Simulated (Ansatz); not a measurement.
## RbPrSe2 (R-3m): how robust is the cRPA U?

Aim: hold the target of a cRPA run on RbPrSe2 (R-3m) and move one thing at a time.

Main program and level: Ansatz 0.2.0; constrained RPA on LDA, plane waves, PAW.

### 1. The structure

Symmetry: R-3m, No. 166, trigonal system. The conventional cell has a = 4.352 Å, b = 4.352 Å, c = 23.655 Å, α = 90.00°, β = 90.00°, γ = 120.00°. Rb has 6 Se at 3.44 Å nearest. Nearest to Pr lie 6 Se at 2.98 Å. Se has 3 Pr at 2.98 Å and 3 Rb at 3.44 Å nearest. Farther neighbours and most contacts between anions are not listed.

The cell and positions come from the Crystallography Open Database and are kept as given unless a step says otherwise. Spin-orbit coupling is left out unless a step names it. The default PAW set here is soft_2. Its files were made with PBE.

### 2. Base: Pr f, bands v1 to c6, 4×4×4 mesh, medium accuracy

Constrained RPA screens the interaction with every transition except those inside the target bands, which a later many-body model would treat itself.

Input file input.yaml:

```yaml
crystal:
  lattice:
    - [3.52653635, 6.60414791, 3.52653635]
    - [3.52653635, 3.52653635, 6.60414791]
    - [6.60414791, 3.52653635, 3.52653635]
  atoms:
    - { symbol: Rb, position: [0.0, 0.0, 0.0] }
    - { symbol: Pr, position: [0.5, 0.5, 0.5] }
    - { symbol: Se, position: [0.23421, 0.23421, 0.23421] }
    - { symbol: Se, position: [0.76579, 0.76579, 0.76579] }
kpoints:
  mp_grid: { grid: [8, 8, 8] }
hamiltonian:
  xc: lda
scf:
  occupations: { method: gaussian, width: 0.08 }
  n_extra_bands: 21
  max_iter: 150
output:
  crpa:
    kmesh: [4, 4, 4]
    target_bands: [v1, c6]
    projections: [{ species: Pr, l: f, shell: 4 }]
  local_orbitals:
    kmesh: [8, 8, 8]
    orbitals: [{ species: Pr, l: f, shell: 4 }]
    window: { bands: [v1, c6] }
    seedname: lo
```

Run with:

```console
$ ansatz run input.yaml --threads 4 --pin off --max-ram 9216MiB --backend cpu --events-out ev --progress --plain --runs-dir out
```

Numbers of over 12 decimals in the logs are rounded to 6 here.

Output:

```text
Pr: projections on atomic orbitals take those of the free atom [Kr 4d10] 4f3 5s2 5p6 5d0 6s2, of charge +0.00 (hamiltonian.pseudopotentials.projection_atoms); the dataset's partial waves leave at most 1.4e-3 of an orbital's norm unspanned inside its sphere
scf.n_extra_bands = 21 over 27 filled bands (N_el = 54.0): the run solves 48 bands
Engine: ansatz 0.2.0, aarch64-unknown-linux-gnu
Pseudopotentials: kind: paw
Pseudopotential: Rb, paw, valence charge 9, recommended cutoff 420 eV (normal), Rb.paw.azcp
Pseudopotential: Pr, paw, valence charge 13, recommended cutoff 420 eV (normal), Pr.paw.azcp
Pseudopotential: Se, paw, valence charge 16, recommended cutoff 420 eV (normal), Se.paw.azcp
Functional definition: SPW92
  exchange = slater_x
  correlation = pw_c
Crystal: 4 atoms, lattice volume = 129.357 Å³
Basis set: ecut = 420 eV, 2559 PW (Γ)
Bands: 48, of which v1, the nominal top of the filled ones, is band 27 counted from 1 (26 counted from 0)
Symmetry: 12 space group operations
Space group: R-3m (ITA 166), of the structure as read, at distance tolerance 5.1e-5 Å
k-points: 65 of 512
Non-local potential: Rb, projectors of the file, l = 0: 3, l = 1: 2, l = 2: 2
Non-local potential: Pr, projectors of the file, l = 0: 3, l = 1: 2, l = 2: 2, l = 3: 3
Non-local potential: Se, projectors of the file, l = 0: 2, l = 1: 2, l = 2: 3, l = 3: 1
PAW form: soft (Blöchl's): semilocal exchange-correlation on the pseudo side does not see the compensation charge
PAW frozen core: Rb, regenerated for the run's functional, and the local potential with it (the file was generated under x = pbe(κ = 0.804, μ = 0.219515), c = pbe(β = 0.066725))
PAW frozen core: Pr, regenerated for the run's functional, and the local potential with it (the file was generated under x = pbe(κ = 0.804, μ = 0.219515), c = pbe(β = 0.066725))
PAW frozen core: Se, regenerated for the run's functional, and the local potential with it (the file was generated under x = pbe(κ = 0.804, μ = 0.219515), c = pbe(β = 0.066725))
PAW one-centre angular grid: Rb, 110 points (default); XC on 64 Gauss nodes
PAW one-centre angular grid: Pr, 590 points (default); XC on 64 Gauss nodes
PAW one-centre angular grid: Se, 590 points (default); XC on 64 Gauss nodes
Initial density: superposition of atomic densities (neutral atoms: chi_scale 0, normalization atom), corrected by the library's trained network
Initial wavefunctions: pseudopotential atomic-orbital guess
Functional: x = slater, c = lda
SCF iter   1: F=—  HF=-20695.253161 eV  |F-HF|=—  |Δ(HF+E_count)|=         —  Δρ=7.04e-3  dr2=3.64e-2  ethr=1.77e-3  ⟨swp⟩=5.5  Hψ=12927  notcnv=0  defer=330
preconditioner: auto → LDOS  [metal: Δε(μ)=0.001 eV  Ē_g=12.973 eV  σ=0.080 eV  W_gap=0.00  n_scr=28 (ndim 8)  ℏωp=17.9 eV  f_vac=0.073  D(μ)=39.44/eV (n_scr^D=876)  β→1.0]
[...]
NSCF: frozen V_eff on 13 k-points
[...]
cRPA screening: q 1/64
cRPA screening: q 2/64
cRPA screening: q 8/64 (q-point 3)
cRPA screening: q 11/64 (q-point 6)
cRPA screening: q 17/64 (q-point 7)
cRPA screening: q 29/64 (q-point 8)
cRPA screening: q 35/64 (q-point 11)
cRPA screening: q 38/64 (q-point 22)
cRPA screening: q 40/64 (q-point 23)
cRPA screening: q 46/64 (q-point 24)
cRPA screening: q 52/64 (q-point 27)
cRPA screening: q 58/64 (q-point 28)
cRPA screening: q 64/64 (q-point 43)
SCF converged after 14 iterations
Free energy (F): -20695.246046 eV
Harris-Foulkes:  -20695.246046 eV  (|F-HF|=3.63e-9)
Internal energy: -20695.118173 eV  (E = F + TS)
E sigma→0 (E₀):  -20695.182110 eV
Entropy (-TS):   -0.127873 eV (-31.968 meV/atom)
Fermi energy:    7.880937 eV
--- Per-component energies (eV) ---
  E_band       = -913.847662
  E_kinetic    = 776.048221
  E_local      = -7004.548156  (includes V_loc(G=0)·N_el)
  E_nonlocal   = -935.322170
  E_hartree    = 3222.653639
  E_xc         = -559.199441
  E_vxc        = -579.711661  (∫ρ·V_xc dr)
  E_paw        = -11639.187173  (= ΣΔE_a)
  E_vpaw       = 384.383231  (= ΣTr[D̂ρ^β])
  E_aug_tail   = -0.001200  (compensation charges beyond the density's cutoff)
  E_ewald      = -4560.838369
  E_core_change = 5.276477  (= ΣΔE_core)
  E_smearing   = -0.127873  (= −TS)
  E_closure    = 0.000000  (closes the sum)
  Σ components = -20695.246046   (vs F -20695.246046, Δ=0.00e0)
--- Band table (eV; the first three rows and the last of 65) ---
  k-point 0: bands = [... 23 lower, 5.8772, 6.1117, 6.1117, 7.8899, 7.9547, 7.9547, 8.0480, 8.3722, ... 17 higher]
  k-point 1: bands = [... 23 lower, 5.6421, 5.9346, 6.0166, 7.8934, 7.9500, 7.9520, 8.0338, 8.1772, ... 17 higher]
  k-point 2: bands = [... 23 lower, 5.0284, 5.8307, 5.9253, 7.8969, 7.9352, 7.9454, 7.9939, 8.0240, ... 17 higher]
  k-point 64: bands = [... 23 lower, 5.0882, 6.0116, 6.0116, 7.8700, 7.9522, 7.9522, 8.0480, 8.1748, ... 17 higher]
--- cRPA (band scheme, projected local orbitals): target bands 27..33 (1-based), 7 Wannier function(s), 4×4×4 mesh, 66 bands' worth read of 71 solved, ecut_chi 136.0 eV, v(q+G=0) probe_charge, pair densities all_electron ---
  bands read: the sum over 66 bands ends inside a degenerate multiplet in 4 slots, whose members it reads at an even weight; the widest, k=0: bands 66 to 67 (counted from 1) at 1/2 each
  χ-basis size per q: N_G = 441..476
  window electrons = 2.0000, filled by tetrahedron_uncorrected; constrained ε̄⁻¹(q = 0, 0) head = 0.180174; min gauge Gram eig = 0.7699
  Kanamori averages over each shell's own Wannier functions (sites counted from 0, functions from 1):
    Site 1, 4F, 7 of 7 f orbitals (Wannier functions 1, 2, 3, 4, 5, 6, 7; wannier90's mr 1, 2, 3, 4, 5, 6, 7):
      screened: U = 4.1400 eV, U' = 3.1360 eV, J = 0.4826 eV
      screened f-shell averages: U_bar = F0 = 3.2794 eV, J_bar = 0.6260 eV
      screened, to within: U = 1.7e-2 eV, U' = 1.7e-2 eV, J = 1.1e-3 eV
      screened f-shell averages, to within: U_bar = 1.5e-2 eV, J_bar = 1.4e-3 eV
      bare: V = 23.4467 eV, V' = 22.0998 eV, J = 0.6257 eV
      bare f-shell averages: V_bar = F0 = 22.2922 eV, J_bar = 0.8181 eV
  Hermiticity witness max|P − P†| over intra, direct and exchange elements: 2.84e-14 eV (screened), 7.11e-15 eV (bare)
  Reality witness max|Im| over intra, direct and exchange elements: 2.77e-13 eV (screened), 1.30e-17 eV (bare)
```

Elapsed: 15 min, on 4 threads of Arm Neoverse V1, shared host; peak memory 1.6 GiB; 58 min of CPU time.

This step gave:

- U: 4.140 eV
- U prime (inter-orbital): 3.136 eV
- J: 0.4826 eV
- bare V: 23.45 eV
- bare J: 0.6257 eV
- stated bound on U: 0.01640 eV
- U over bare V: 0.1766
- electrons in the window: 2.000
- head of the constrained inverse dielectric matrix: 0.1802
- least eigenvalue of the projection's overlap: 0.7699
- target functions: 7
- bands in the sums: 66
- r.m.s. miss of the model bands: 0.003211 eV
- width of the target bands: 0.5315 eV
- weight of the projected orbitals in the window: 0.9406

On the Pr f shell, screening brings the on-site interaction from 23.4 eV down to U = 4.14 eV.

### 3. Changed: 2×2×2 mesh

Changes to input.yaml since step 2:

```diff
@@ -20,9 +20,4 @@
   crpa:
-    kmesh: [4, 4, 4]
+    kmesh: [2, 2, 2]
     target_bands: [v1, c6]
     projections: [{ species: Pr, l: f, shell: 4 }]
-  local_orbitals:
-    kmesh: [8, 8, 8]
-    orbitals: [{ species: Pr, l: f, shell: 4 }]
-    window: { bands: [v1, c6] }
-    seedname: lo
```

Output:

```text
[...]
Crystal: 4 atoms, lattice volume = 129.357 Å³
Basis set: ecut = 420 eV, 2559 PW (Γ)
Bands: 48, of which v1, the nominal top of the filled ones, is band 27 counted from 1 (26 counted from 0)
[... 1 set-up line as in the run before ...]
[...]
k-points: 65 of 512
[...]
SCF iter   1: F=—  HF=-20695.253161 eV  |F-HF|=—  |Δ(HF+E_count)|=         —  Δρ=7.04e-3  dr2=3.64e-2  ethr=1.77e-3  ⟨swp⟩=5.5  Hψ=12927  notcnv=0  defer=330
[...]
SCF iter  14: F=-20695.246046 eV  HF=-20695.246046 eV  |F-HF|=3.63e-9  |Δ(HF+E_count)|=   4.70e-8  Δρ=5.86e-6  dr2=2.51e-8  ethr=1.85e-10  ⟨swp⟩=8.1  Hψ=14289  notcnv=0
SCF 1 converged in 14 iterations: F = -20695.246046 eV  dr2 = 2.51e-8
[...]
NSCF: frozen V_eff on 4 k-points
[...]
cRPA screening: q 1/8
cRPA screening: q 2/8
cRPA screening: q 5/8 (q-point 4)
cRPA screening: q 8/8
SCF converged after 14 iterations
Free energy (F): -20695.246046 eV
[...]
Internal energy: -20695.118173 eV  (E = F + TS)
E sigma→0 (E₀):  -20695.182110 eV
Entropy (-TS):   -0.127873 eV (-31.968 meV/atom)
Fermi energy:    7.880937 eV
[...]
--- Band table (eV; the first three rows and the last of 65) ---
  k-point 0: bands = [... 23 lower, 5.8772, 6.1117, 6.1117, 7.8899, 7.9547, 7.9547, 8.0480, 8.3722, ... 17 higher]
  k-point 1: bands = [... 23 lower, 5.6421, 5.9346, 6.0166, 7.8934, 7.9500, 7.9520, 8.0338, 8.1772, ... 17 higher]
  k-point 2: bands = [... 23 lower, 5.0284, 5.8307, 5.9253, 7.8969, 7.9352, 7.9454, 7.9939, 8.0240, ... 17 higher]
  k-point 64: bands = [... 23 lower, 5.0882, 6.0116, 6.0116, 7.8700, 7.9522, 7.9522, 8.0480, 8.1748, ... 17 higher]
[...]
χ-basis size per q: N_G = 441..474
[...]
screened: U = 4.1581 eV, U' = 3.1470 eV, J = 0.4863 eV
      screened f-shell averages: U_bar = F0 = 3.2914 eV, J_bar = 0.6308 eV
      screened, to within: U = 1.5e-2 eV, U' = 1.5e-2 eV, J = 1.1e-3 eV
      screened f-shell averages, to within: U_bar = 1.3e-2 eV, J_bar = 1.5e-3 eV
      bare: V = 23.7649 eV, V' = 22.3989 eV, J = 0.6341 eV
      bare f-shell averages: V_bar = F0 = 22.5940 eV, J_bar = 0.8292 eV
[...]
```

Wall time 70 s (4 threads); peak memory 1.4 GiB.

Numbers from this step:

* U: 4.158 eV
* U prime (inter-orbital): 3.147 eV
* J: 0.4863 eV
* bare V: 23.76 eV
* bare J: 0.6341 eV
* stated bound on U: 0.01493 eV
* U over bare V: 0.1750
* electrons in the window: 2.000
* head of the constrained inverse dielectric matrix: 0.1559
* least eigenvalue of the projection's overlap: 0.7699
* target functions: 7
* bands in the sums: 66
* width of the target bands: 0.5315 eV
* weight of the projected orbitals in the window: 0.9406

On the Pr f shell, screening brings the on-site interaction from 23.8 eV down to U = 4.16 eV.

### 4. Changed: orbitals of another atom

Changes to input.yaml since step 3:

```diff
@@ -20,4 +20,4 @@
   crpa:
-    kmesh: [2, 2, 2]
+    kmesh: [4, 4, 4]
     target_bands: [v1, c6]
-    projections: [{ species: Pr, l: f, shell: 4 }]
+    projections: [{ species: Se, l: p }]
```

Output:

```text
Error: invalid value for `output.crpa.projections`: 6 orbital(s) selected but the target window spans 7 band(s); name one orbital per band of it
```

Elapsed: 0.19 s, on 4 threads; peak memory 0.1 GiB.

The input was rejected at the start.

The program's message: “Error: invalid value for `output.crpa.projections`: 6 orbital(s) selected but the target window spans 7 band(s); name one orbital per band of it”

The fault put into this input: trial orbitals that do not match the target bands.

### 5. Changed: volume +6 %

The cell differs from the one that the last finished run ended in (a 8.276 → 8.438 Å, b 8.276 → 8.438 Å, c 8.276 → 8.438 Å).

Changes to input.yaml since step 4:

```diff
@@ -2,5 +2,5 @@
   lattice:
-    - [3.52653635, 6.60414791, 3.52653635]
-    - [3.52653635, 3.52653635, 6.60414791]
-    - [6.60414791, 3.52653635, 3.52653635]
+    - [3.5957016812, 6.7336738902, 3.5957016812]
+    - [3.5957016812, 3.5957016812, 6.7336738902]
+    - [6.7336738902, 3.5957016812, 3.5957016812]
   atoms:
@@ -22,2 +22,7 @@
     target_bands: [v1, c6]
-    projections: [{ species: Se, l: p }]
+    projections: [{ species: Pr, l: f, shell: 4 }]
+  local_orbitals:
+    kmesh: [8, 8, 8]
+    orbitals: [{ species: Pr, l: f, shell: 4 }]
+    window: { bands: [v1, c6] }
+    seedname: lo
```

Output:

```text
[...]
Crystal: 4 atoms, lattice volume = 137.118 Å³
Basis set: ecut = 420 eV, 2685 PW (Γ)
Bands: 48, of which v1, the nominal top of the filled ones, is band 27 counted from 1 (26 counted from 0)
[... 1 set-up line as in the run before ...]
[...]
k-points: 65 of 512
[...]
χ-basis size per q: N_G = 482..508
[...]
screened: U = 4.2249 eV, U' = 3.2098 eV, J = 0.4882 eV
      screened f-shell averages: U_bar = F0 = 3.3548 eV, J_bar = 0.6332 eV
      screened, to within: U = 1.8e-2 eV, U' = 1.8e-2 eV, J = 1.2e-3 eV
      screened f-shell averages, to within: U_bar = 1.6e-2 eV, J_bar = 1.5e-3 eV
      bare: V = 23.6575 eV, V' = 22.2961 eV, J = 0.6325 eV
      bare f-shell averages: V_bar = F0 = 22.4906 eV, J_bar = 0.8269 eV
[...]
[key lines of the parts left out:]
SCF converged after 14 iterations
Free energy (F): -20695.049094 eV
Fermi energy:    7.167724 eV
```

Run time: 14 min. Hardware: 4 threads; peak memory 1.6 GiB.

This step gave:

```yaml
u: 4.225 eV
u_prime_inter_orbital: 3.210 eV
j: 0.4882 eV
bare_v: 23.66 eV
bare_j: 0.6325 eV
stated_bound_on_u: 0.01750 eV
u_over_bare_v: 0.1786
electrons_in_the_window: 2.000
head_of_the_constrained_inverse_dielectric_matrix: 0.1879
least_eigenvalue_of_the_projection_s_overlap: 0.7770
target_functions: 7
bands_in_the_sums: 66
r_m_s_miss_of_the_model_bands: 0.001852 eV
width_of_the_target_bands: 0.4689 eV
weight_of_the_projected_orbitals_in_the_window: 0.9448
```

On the Pr f shell, screening brings the on-site interaction from 23.7 eV down to U = 4.22 eV.

### 6. Side by side

Times are wall times on 4 threads of Arm Neoverse V1, shared host, good to a factor of about two.

```
          run  bare V (eV)  U (eV)  J (eV)  bound on U (eV)  width (eV)    time
target window        23.45   4.140   0.483           0.0164        0.53  15 min
   2×2×2 mesh        23.76   4.158   0.486           0.0149        0.53    70 s
  volume +6 %        23.66   4.225   0.488           0.0175        0.47  14 min
```

### 7. Results

```
target window : U 4.14 eV, J 0.48 eV
2×2×2 mesh    : U 4.16 eV, J 0.49 eV
volume +6 %   : U 4.22 eV, J 0.49 eV
```

In words: 2×2×2 mesh moves U by +0.02 eV (within the solver's bounds, for the mean over orbitals) at 0.078 times the time. Volume +6 % moves U by +0.08 eV. The printed bound covers the solver alone, not the mesh, and no denser mesh than the base was run. The parent state is non-magnetic and the interaction static (zero frequency); U depends on the window and the orbitals, so it belongs to this model alone.

[Paths, hosts, dates, memory and timing lines, banners, echoed tables and standing remarks are left out of the program output.]

[Logs are printed without paths, hosts, clocks, repeated set-up lines and the standing remarks that a program may print on its own settings, such as how far it seeks lower states.]

[Runs of the session that timed out or met a known fault of the program may be left out.]

[Hosts, paths, dates, database ids (printed as entryN), source tags and the programs' standing remarks are cut or masked in the printed files.]
